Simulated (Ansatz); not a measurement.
# The antimonene bilayer (AB) between two gates

How do the bands of the antimonene bilayer (AB) follow a displacement field between two gates?

Calculated with Ansatz 0.2.0; plane-wave DFT, PBE-D3(BJ), Ansatz PAW.

## 1. Starting point

The cell holds 4 atoms: 4 Sb. Its edges and angles: a = 4.120 Å, b = 4.120 Å, c = 43.600 Å, α = 90.0°, β = 90.0°, γ = 120.0°. Regions: layer 1: antimonene, 2 atoms (2 Sb); layer 2: antimonene, 2 atoms (2 Sb). Vacuum lies along c.

Coordinates:

```cif
data_structure
_symmetry_space_group_name_H-M 'P 1'
_symmetry_Int_Tables_number 1
_cell_length_a 4.1200
_cell_length_b 4.1200
_cell_length_c 43.6000
_cell_angle_alpha 90.000
_cell_angle_beta 90.000
_cell_angle_gamma 120.000
_cell_volume 640.93
loop_
_atom_site_label
_atom_site_type_symbol
_atom_site_fract_x
_atom_site_fract_y
_atom_site_fract_z
_atom_site_occupancy
Sb1 Sb 0.66667 0.33333 0.42775 1
Sb2 Sb 0.33333 0.66667 0.46560 1
Sb3 Sb 0.00000 0.00000 0.53440 1
Sb4 Sb 0.66667 0.33333 0.57225 1
```

## 2. Relaxation

The starting cell is a guess, so the in-plane lattice and the atoms are relaxed first, with the slab cut off from its images along the normal.

The input, input.yaml:

```yaml
crystal:
  lattice:
    - [4.12, 0.0, 0.0]
    - [-2.06, 3.5680246636, 0.0]
    - [0.0, 0.0, 43.5999999986]
  atoms:
    - { symbol: Sb, position: [0.6666666667, 0.3333333333, 0.4277522936] }
    - { symbol: Sb, position: [0.3333333333, 0.6666666667, 0.4655963303] }
    - { symbol: Sb, position: [0.0, 0.0, 0.5344036697] }
    - { symbol: Sb, position: [0.6666666667, 0.3333333333, 0.5722477064] }
  periodic: [true, true, false]
kpoints:
  mp_grid: { grid: [12, 12, 1] }
hamiltonian:
  xc: pbe
  dispersion: d3bj
scf:
  occupations: { method: fermi_dirac, width: 0.05 }
  convergence: { dr2_threshold: 1.0e-09 }
relax:
  f_tol: 0.004
  max_steps: 90
  cell: {}
output:
  write_potential: true
  write_density: true
  volumetric_format: npy
```

Command:

```bash
ansatz run input.yaml --threads 4 --pin off --max-ram 16384MiB --backend cpu --events-out ev --progress --plain --runs-dir out
```

Numbers of over 12 decimals in the logs are rounded to 6 here.

The program printed:

```text
Warning: relax.cell: scf.convergence.dr2_threshold = 1e-9 eV is looser than the 1.50551394521e-10 eV advised for a relaxation that steers and ends on the stress (1e-10 eV for each atom of the cell: 4, times the square of relax.cell.stress_2d_tol = 0.05 N/m over 16.3 Å (the atoms' height at the walk's start and 5 Å past either face), 3.067e-2 GPa, over a crystal's default 0.05). What an SCF threshold leaves in a stress goes as its square root, and in the free energy as the threshold itself, and one threshold admits the most on a small cell: [figures from the program's tests cut] Set scf.convergence.dr2_threshold to 1.50551394521e-10 eV or tighter. [rest of the remark cut]
Engine: ansatz 0.2.0, aarch64-unknown-linux-gnu
Pseudopotentials: kind: paw
Pseudopotential: Sb, paw, valence charge 15, recommended cutoff 420 eV (normal), Sb.paw.azcp
Functional definition: PBE
  parameter kappa = 0.804
  parameter beta = 0.066725
  exchange = pbe_x(kappa = kappa, mu = beta*pi^2/3)
  correlation = pbe_c(beta = beta)
Crystal: 4 atoms, lattice volume = 640.931 Å³
Basis set: ecut = 420 eV, 12397 PW (Γ), exchange–correlation on 60×60×600 points (8 copies of the dense FFT grid, shifted against one another)
Bands: 36, of which v1, the nominal top of the filled ones, is band 30 counted from 1 (29 counted from 0)
Symmetry: 12 space group operations
Space group: P-3m1 (ITA 164), of the structure as read, at distance tolerance 8.6e-5 Å
k-points: 19 of 144
Non-local potential: Sb, projectors of the file, l = 0: 2, l = 1: 2, l = 2: 2, l = 3: 2
PAW form: soft (Blöchl's): semilocal exchange-correlation on the pseudo side does not see the compensation charge
PAW one-centre angular grid: Sb, 590 points (default); XC on 64 Gauss nodes
Initial density: superposition of atomic densities (neutral atoms: chi_scale 0, normalization atom), corrected by the library's trained network
Initial wavefunctions: pseudopotential atomic-orbital guess
Functional: x = pbe(κ = 0.804, μ = 0.219515), c = pbe(β = 0.066725)
SCF iter   1: F=—  HF=-25938.927113 eV  |F-HF|=—  |Δ(HF+E_count)|=         —  Δρ=6.91e-4  dr2=3.01e-3  ethr=1.77e-3  ⟨swp⟩=15.4  Hψ=4365  notcnv=0
preconditioner: auto → Resta (q_TF=auto, 1.838 Å⁻¹)  ε∞=1.8  [insulator: Δε(μ)=0.423 eV  Ē_g=7.318 eV  σ=0.050 eV  W_gap=0.97  n_scr=66 (ndim 8)  ℏωp=6.6 eV  f_vac=0.759  D(μ)=0.06/eV (n_scr^D=0)  ε∞_Penn≈1.8  vacuum switching on, ρ_ref=3.9e-3 e/Å³]
SCF iter   2: F=—  HF=-25938.923665 eV  |F-HF|=—  |Δ(HF+E_count)|=   3.45e-3  Δρ=3.96e-4  dr2=1.85e-3  ethr=5.01e-6  ⟨swp⟩=4.4  Hψ=2149  notcnv=0  defer=7
SCF iter   3: F=—  HF=-25938.924395 eV  |F-HF|=—  |Δ(HF+E_count)|=   7.30e-4  Δρ=2.67e-4  dr2=3.30e-3  ethr=3.08e-6  ⟨swp⟩=3.3  Hψ=1379  notcnv=0  defer=7
SCF iter   4: F=—  HF=-25938.924303 eV  |F-HF|=—  |Δ(HF+E_count)|=   9.19e-5  Δρ=1.04e-4  dr2=1.49e-4  ethr=3.08e-6  ⟨swp⟩=2.3  Hψ=799  notcnv=0  defer=7
SCF iter   5: F=—  HF=-25938.924373 eV  |F-HF|=—  |Δ(HF+E_count)|=   6.94e-5  Δρ=3.23e-5  dr2=6.13e-6  ethr=2.49e-7  ⟨swp⟩=2.9  Hψ=944  notcnv=0  defer=7
SCF iter   6: F=—  HF=-25938.924390 eV  |F-HF|=—  |Δ(HF+E_count)|=   1.67e-5  Δρ=6.17e-6  dr2=4.38e-7  ethr=1.02e-8  ⟨swp⟩=3.8  Hψ=1489  notcnv=0  defer=7
SCF iter   7: F=—  HF=-25938.924368 eV  |F-HF|=—  |Δ(HF+E_count)|=   2.14e-5  Δρ=1.30e-6  dr2=1.05e-8  ethr=7.30e-10  ⟨swp⟩=3.6  Hψ=1343  notcnv=0  defer=7
SCF iter   8: F=—  HF=-25938.924368 eV  |F-HF|=—  |Δ(HF+E_count)|=   4.19e-8  Δρ=3.89e-7  dr2=1.04e-9  ethr=1.74e-11  ⟨swp⟩=3.0  Hψ=1406  notcnv=0  defer=7
SCF iter   9: F=-25938.924368 eV  HF=-25938.924368 eV  |F-HF|=4.66e-10  |Δ(HF+E_count)|=    0.00e0  Δρ=8.54e-8  dr2=4.14e-11  ethr=1.67e-12  ⟨swp⟩=11.2  Hψ=4594  notcnv=0
SCF 1 converged in 9 iterations: F = -25938.924368 eV  dr2 = 4.14e-11
  greatest PAW one-centre occupation: 0.996 electrons in one spin orbital (limit 2), on the Sb atom at site 2 (counted from 0), in its partial waves of l = 2
relax step   1: F+E_penalty+E_count = -25938.92436825 eV  Δ(F+E_penalty+E_count) = +0.000e0 eV  max|allowed force component| = 2.557e-1 eV/Å  Δτ_max = 0.0000 Å  P = -0.430 N/m  Ω = 640.931 Å³  fix = [c, alpha, beta]  reactions: c -0.000 N/m  (9 SCF iters, accepted)
Crystal: 4 atoms, lattice volume = 640.989 Å³
Initial density: handed on by an earlier stage of this run
Initial wavefunctions: those handed on with the density
iter 1 solved again at ethr=8.75e-5 eV; its pass at ethr=3.10e-3 eV (dr2=5.25e-2 eV) is discarded
SCF iter   1: F=—  HF=-25938.979610 eV  |F-HF|=—  |Δ(HF+E_count)|=         —  Δρ=3.60e-3  dr2=5.32e-2  ethr=8.75e-5  ⟨swp⟩=2.3  Hψ=4413  notcnv=0
preconditioner: auto → LDOS  [insulator: Δε(μ)=0.220 eV  Ē_g=7.515 eV  σ=0.050 eV  W_gap=0.80  n_scr=66 (ndim 8)  ℏωp=6.6 eV  f_vac=0.768  D(μ)=0.40/eV (n_scr^D=4)  ε∞_Penn≈1.8  β→1.0]
SCF iter   2: F=—  HF=-25938.992181 eV  |F-HF|=—  |Δ(HF+E_count)|=   1.26e-2  Δρ=1.17e-3  dr2=1.05e-1  ethr=8.75e-5  ⟨swp⟩=3.8  Hψ=1400  notcnv=0
SCF iter   3: F=—  HF=-25938.986392 eV  |F-HF|=—  |Δ(HF+E_count)|=   5.79e-3  Δρ=1.07e-3  dr2=6.57e-2  ethr=8.75e-5  ⟨swp⟩=4.7  Hψ=1591  notcnv=0
SCF iter   4: F=—  HF=-25938.980054 eV  |F-HF|=—  |Δ(HF+E_count)|=   6.34e-3  Δρ=3.93e-4  dr2=9.45e-3  ethr=8.75e-5  ⟨swp⟩=2.0  Hψ=850  notcnv=0
SCF iter   5: F=—  HF=-25938.978852 eV  |F-HF|=—  |Δ(HF+E_count)|=   1.20e-3  Δρ=1.06e-4  dr2=6.79e-4  ethr=1.58e-5  ⟨swp⟩=2.2  Hψ=868  notcnv=0
SCF iter   6: F=—  HF=-25938.978769 eV  |F-HF|=—  |Δ(HF+E_count)|=   8.39e-5  Δρ=1.64e-5  dr2=1.35e-5  ethr=1.13e-6  ⟨swp⟩=2.4  Hψ=933  notcnv=0
SCF iter   7: F=—  HF=-25938.978772 eV  |F-HF|=—  |Δ(HF+E_count)|=   3.30e-6  Δρ=2.51e-6  dr2=1.31e-7  ethr=2.24e-8  ⟨swp⟩=3.2  Hψ=1283  notcnv=0
SCF iter   8: F=—  HF=-25938.978753 eV  |F-HF|=—  |Δ(HF+E_count)|=   1.91e-5  Δρ=7.17e-7  dr2=1.11e-8  ethr=2.19e-10  ⟨swp⟩=3.5  Hψ=1431  notcnv=0
SCF iter   9: F=-25938.978753 eV  HF=-25938.978753 eV  |F-HF|=1.32e-9  |Δ(HF+E_count)|=   7.09e-9  Δρ=1.71e-7  dr2=6.15e-10  ethr=1.67e-12  ⟨swp⟩=10.5  Hψ=5745  notcnv=0
SCF 2 converged in 9 iterations: F = -25938.978753 eV  dr2 = 6.15e-10
relax step   2: F+E_penalty+E_count = -25938.97875276 eV  Δ(F+E_penalty+E_count) = -5.438e-2 eV  max|allowed force component| = 3.368e-1 eV/Å  Δτ_max = 0.1922 Å  P = +0.899 N/m  Ω = 640.989 Å³  energy of the carried Pulay correction = -2.168e-6 eV  fix = [c, alpha, beta]  reactions: c +0.000 N/m  (9 SCF iters, accepted)
Crystal: 4 atoms, lattice volume = 644.360 Å³
Basis set: ecut = 420 eV, 12421 PW (Γ), exchange–correlation on 60×60×600 points (8 copies of the dense FFT grid, shifted against one another)
[...]
SCF iter   6: F=—  HF=-25939.022829 eV  |F-HF|=—  |Δ(HF+E_count)|=   2.51e-5  Δρ=1.44e-5  dr2=3.99e-6  ethr=3.39e-7  ⟨swp⟩=2.8  Hψ=914  notcnv=0
SCF iter   7: F=—  HF=-25939.022800 eV  |F-HF|=—  |Δ(HF+E_count)|=   2.82e-5  Δρ=2.67e-6  dr2=5.81e-8  ethr=6.64e-9  ⟨swp⟩=3.2  Hψ=1471  notcnv=0
SCF iter   8: F=—  HF=-25939.022800 eV  |F-HF|=—  |Δ(HF+E_count)|=   1.26e-7  Δρ=1.14e-6  dr2=1.34e-8  ethr=9.69e-11  ⟨swp⟩=3.2  Hψ=1462  notcnv=0
SCF iter   9: F=-25939.022800 eV  HF=-25939.022800 eV  |F-HF|=3.03e-9  |Δ(HF+E_count)|=   3.09e-9  Δρ=2.50e-7  dr2=5.11e-10  ethr=1.67e-12  ⟨swp⟩=11.3  Hψ=5952  notcnv=0
SCF 3 converged in 9 iterations: F = -25939.022800 eV  dr2 = 5.11e-10
relax step   3: F+E_penalty+E_count = -25939.02280044 eV  Δ(F+E_penalty+E_count) = -4.405e-2 eV  max|allowed force component| = 1.859e-1 eV/Å  Δτ_max = 0.1970 Å  P = +1.510 N/m  Ω = 644.360 Å³  energy of the carried Pulay correction = -1.288e-4 eV  fix = [c, alpha, beta]  reactions: c +0.000 N/m  (9 SCF iters, accepted)
[...]
relax step   4: F+E_penalty+E_count = -25939.03539064 eV  Δ(F+E_penalty+E_count) = -1.259e-2 eV  max|allowed force component| = 9.158e-3 eV/Å  Δτ_max = 0.0111 Å  P = +0.768 N/m  Ω = 650.633 Å³  energy of the carried Pulay correction = -3.627e-4 eV  fix = [c, alpha, beta]  reactions: c +0.000 N/m  (7 SCF iters, accepted)
[...]
relax step   5: F+E_penalty+E_count = -25939.04078818 eV  Δ(F+E_penalty+E_count) = -5.398e-3 eV  max|allowed force component| = 8.839e-2 eV/Å  Δτ_max = 0.0423 Å  P = +0.197 N/m  Ω = 663.371 Å³  energy of the carried Pulay correction = -8.307e-4 eV  fix = [c, alpha, beta]  reactions: c +0.000 N/m  (8 SCF iters, accepted)
[...]
relax step   6: F+E_penalty+E_count = -25939.04182818 eV  Δ(F+E_penalty+E_count) = -1.040e-3 eV  max|allowed force component| = 5.765e-3 eV/Å  Δτ_max = 0.0111 Å  P = -0.010 N/m  Ω = 663.960 Å³  energy of the carried Pulay correction = -8.521e-4 eV  fix = [c, alpha, beta]  reactions: c -0.000 N/m  (7 SCF iters, accepted)
[...]
relax step   7: F+E_penalty+E_count = -25939.04183513 eV  Δ(F+E_penalty+E_count) = -6.942e-6 eV  max|allowed force component| = 3.858e-3 eV/Å  Δτ_max = 0.0031 Å  P = -0.006 N/m  Ω = 663.775 Å³  energy of the carried Pulay correction = -8.454e-4 eV  fix = [c, alpha, beta]  reactions: c -0.000 N/m  (6 SCF iters, accepted)
Initial wavefunctions: pseudopotential atomic-orbital guess (no wavefunctions were taken with the density)
iter 1 solved again at ethr=1.42e-6 eV; its pass at ethr=3.10e-3 eV (dr2=8.53e-4 eV) is discarded
SCF iter   1: F=—  HF=-25939.042813 eV  |F-HF|=—  |Δ(HF+E_count)|=         —  Δρ=1.40e-5  dr2=1.93e-7  ethr=1.42e-6  ⟨swp⟩=4.7  Hψ=6684  notcnv=0
eigensolver tolerance schedule: the retry pair's looser diagonalisation over-reported the residual by 4422.89 of it (diagonalisation noise at an unbounded share of the residual, at the tolerance the schedule requests for it); recorded, not acted on — ethr = c·dr2/N_el stays at c = 1.0e-1
preconditioner: auto → LDOS  [insulator: Δε(μ)=0.196 eV  Ē_g=7.582 eV  σ=0.050 eV  W_gap=0.74  n_scr=78 (ndim 8)  ℏωp=6.4 eV  f_vac=0.777  D(μ)=0.51/eV (n_scr^D=4)  ε∞_Penn≈1.7  β→1.0]
SCF iter   2: F=—  HF=-25939.042627 eV  |F-HF|=—  |Δ(HF+E_count)|=   1.86e-4  Δρ=3.75e-6  dr2=7.74e-8  ethr=3.21e-10  ⟨swp⟩=5.2  Hψ=2209  notcnv=0
SCF iter   3: F=—  HF=-25939.042627 eV  |F-HF|=—  |Δ(HF+E_count)|=   8.03e-8  Δρ=7.57e-7  dr2=4.68e-9  ethr=1.29e-10  ⟨swp⟩=2.3  Hψ=1277  notcnv=0
SCF iter   4: F=—  HF=-25939.042627 eV  |F-HF|=—  |Δ(HF+E_count)|=   3.73e-8  Δρ=4.30e-7  dr2=1.29e-8  ethr=1.67e-12  ⟨swp⟩=18.1  Hψ=5817  notcnv=0
SCF iter   5: F=-25939.042627 eV  HF=-25939.042627 eV  |F-HF|=1.46e-10  |Δ(HF+E_count)|=   1.54e-9  Δρ=9.48e-8  dr2=8.03e-11  ethr=1.67e-12  ⟨swp⟩=8.8  Hψ=4428  notcnv=0
SCF 8 converged in 5 iterations: F = -25939.042627 eV  dr2 = 8.03e-11
relax step   8: F+E_penalty+E_count = -25939.04262670 eV  Δ(F+E_penalty+E_count) = -7.916e-4 eV  max|allowed force component| = 3.805e-3 eV/Å  Δτ_max = 0.0000 Å  P = -0.010 N/m  Ω = 663.775 Å³  fix = [c, alpha, beta]  reactions: c -0.000 N/m  stress off target by 1.02e-2 N/m on what of the cell is left free  SCF on the basis re-selected at this cell (its energy is not comparable with the rows above)  (5 SCF iters)
basis re-selected at this cell: Δ(F+E_penalty+E_count) = -7.916e-4 eV, ΔP = -0.004 N/m vs the last step (what re-selecting the basis moved, of the pressure what is left beyond the Pulay correction that the steps carried, after the strain that the cell walked since its last selection, with what the two solves' SCF thresholds leave and, on support functions, any second-order correction that the steps lacked; it is no m [...]
WARN: The output density's exchange-correlation potential varies sharply where the density is thin. Do not read a vacuum level from v_tot or v_xc, or from such a field of the output density. On a cell that repeats whose density bears no net charge and no dipole along the vacuum's axis use v_es (v_loc + v_h of the components); under efield.dipole_correction with no amplitude use v_es + v_field, which holds any externa [...]
SCF converged after 5 iterations
Free energy (F): -25939.042627 eV
Harris-Foulkes:  -25939.042627 eV  (|F-HF|=1.46e-10)
Internal energy: -25939.037955 eV  (E = F + TS)
E sigma→0 (E₀):  -25939.040291 eV
Entropy (-TS):   -0.004672 eV (-1.168 meV/atom)
Fermi energy:    -3.911567 eV
--- Per-component energies (eV) ---
  E_band       = -1521.684050
  E_kinetic    = 826.931600
  E_local      = -186617.501336  (includes V_loc(G=0)·N_el)
  E_nonlocal   = 1448.727729
  E_hartree    = 92590.560299
  E_xc         = -552.798643
  E_vxc        = -383.521211  (∫ρ·V_xc dr)
  E_paw        = -18301.219406  (= ΣΔE_a)
  E_vpaw       = -1977.441679  (= ΣTr[D̂ρ^β])
  E_aug_tail   = -0.000006  (compensation charges beyond the density's cutoff)
  E_ewald      = 84667.613244
  E_disp       = -1.351435  (pairwise vdW)
  E_smearing   = -0.004672  (= −TS)
  E_closure    = 0.000000  (closes the sum)
  Σ components = -25939.042627   (vs F -25939.042627, Δ=0.00e0)
--- Forces (eV/Å), atoms counted from 1 ---
  atom   1  Sb     0.00000000     0.00000000     0.00008836
  atom   2  Sb     0.00000000     0.00000000     0.00380452
  atom   3  Sb    -0.00000000    -0.00000000    -0.00380452
  atom   4  Sb    -0.00000000    -0.00000000    -0.00008836
  max |Σ_I F_I| component: 1.39e-17 eV/Å
--- 2D stress c σ (N/m, compression-positive) ---
       -0.010185      -0.000000       0.000000
       -0.000000      -0.010185      -0.000000
        0.000000       0.000000       0.000000
  P = ½ c Tr σ = -0.0102 N/m
--- Band table (eV; the first three rows and the last of 19) ---
  k-point 0: bands = [... 26 lower, -5.3822, -5.0779, -5.0779, -4.3110, -3.7578, -2.9057, -2.9057, -2.0219, ... 2 higher]
  k-point 1: bands = [... 26 lower, -5.6193, -5.5543, -5.1429, -3.9940, -3.4559, -2.8617, -2.7580, -2.0461, ... 2 higher]
  k-point 2: bands = [... 26 lower, -6.0570, -5.6339, -5.3980, -4.6200, -3.1921, -2.4922, -2.4801, -1.7980, ... 2 higher]
  k-point 18: bands = [... 26 lower, -7.4250, -6.6507, -6.6507, -6.0734, -2.9168, -2.9168, -2.2244, -0.4466, ... 2 higher]
  the weakly bound empty levels are not read free of the cell's end (no_gap_told)
--- Relaxed structure (7 steps of the walk, 7 accepted, 1 SCFs on fresh bases) ---
  F+E_penalty+E_count = -25939.04262670 eV   max|allowed force component| = 3.805e-3 eV/Å   (the final SCF, on the basis selected at the relaxed cell)
  cell:  # Å, volume = 663.7750 Å³
    - [4.192778, 0.0, 0.0]
    - [-2.096389, 3.631052, 0.0]
    - [0.0, 0.0, 43.5999999986]
  atoms:
    - { symbol: Sb, position: [0.666667, 0.333333, 0.437077] }
    - { symbol: Sb, position: [0.333333, 0.666667, 0.473405] }
    - { symbol: Sb, position: [2.3129646340972114e-18, 1.3877787809430044e-17, 0.526595] }
    - { symbol: Sb, position: [0.666667, 0.333333, 0.562923] }
```

It took 62 s on 4 threads of Arm Neoverse V1, shared host; peak memory 1.2 GiB.

Step by step:

```
step  energy less that of the first step (eV)  largest force component (eV/Å)  volume (Å³)
   1                                   0.0000                          0.2557       640.93
   2                                  -0.0544                          0.3368       640.99
   3                                  -0.0984                          0.1859       644.36
   4                                  -0.1110                          0.0092       650.63
   5                                  -0.1164                          0.0884       663.37
   6                                  -0.1175                          0.0058       663.96
   7                                  -0.1175                          0.0039       663.77
  8*                                  -0.1183                          0.0038       663.77
```

Relaxation steps marked * repeat the geometry before them on a plane-wave basis chosen anew for their cell, so energy and pressure can jump there.

Forces are held to the 12 operations that the run works with; a distortion that breaks them can't arise in this run.

```
cell as run  before  after  change
      a (Å)   4.120  4.193  +1.8 %
      b (Å)   4.120  4.193  +1.8 %
```

The atoms that moved most (Å, along periodic axes as changes of fractional coordinates times the final cell, across vacuum about the mean position):

```csv
atom,dx,dy,dz,length
Sb1,0.000,0.000,0.407,0.407
Sb4,0.000,0.000,-0.407,0.407
Sb2,0.000,0.000,0.340,0.340
Sb3,0.000,0.000,-0.340,0.340
```

Final coordinates:

```cif
data_structure
_symmetry_space_group_name_H-M 'P 1'
_symmetry_Int_Tables_number 1
_cell_length_a 4.1928
_cell_length_b 4.1928
_cell_length_c 43.6000
_cell_angle_alpha 90.000
_cell_angle_beta 90.000
_cell_angle_gamma 120.000
_cell_volume 663.77
loop_
_atom_site_label
_atom_site_type_symbol
_atom_site_fract_x
_atom_site_fract_y
_atom_site_fract_z
_atom_site_occupancy
Sb1 Sb 0.66667 0.33333 0.43708 1
Sb2 Sb 0.33333 0.66667 0.47341 1
Sb3 Sb 0.00000 0.00000 0.52659 1
Sb4 Sb 0.66667 0.33333 0.56292 1
```

This step gave:

```
energy at zero smearing : -25939.0403 eV
```

The lattice constant a goes from 4.120 to 4.193 Å.

(Part 1 of 3 ends here.)

[Logs are printed without paths, hosts, clocks, repeated set-up lines and the standing remarks that a program may print on its own settings, such as how far it seeks lower states.]

[Hosts, paths, dates, database ids (printed as entryN), source tags and the programs' standing remarks are cut or masked in the printed files.]

[Maps of the electrostatic potential energy from Ansatz leave out the sawtooth potential of an applied field or a dipole correction, so their vacuum need not be flat; planar profiles and work functions include it.]
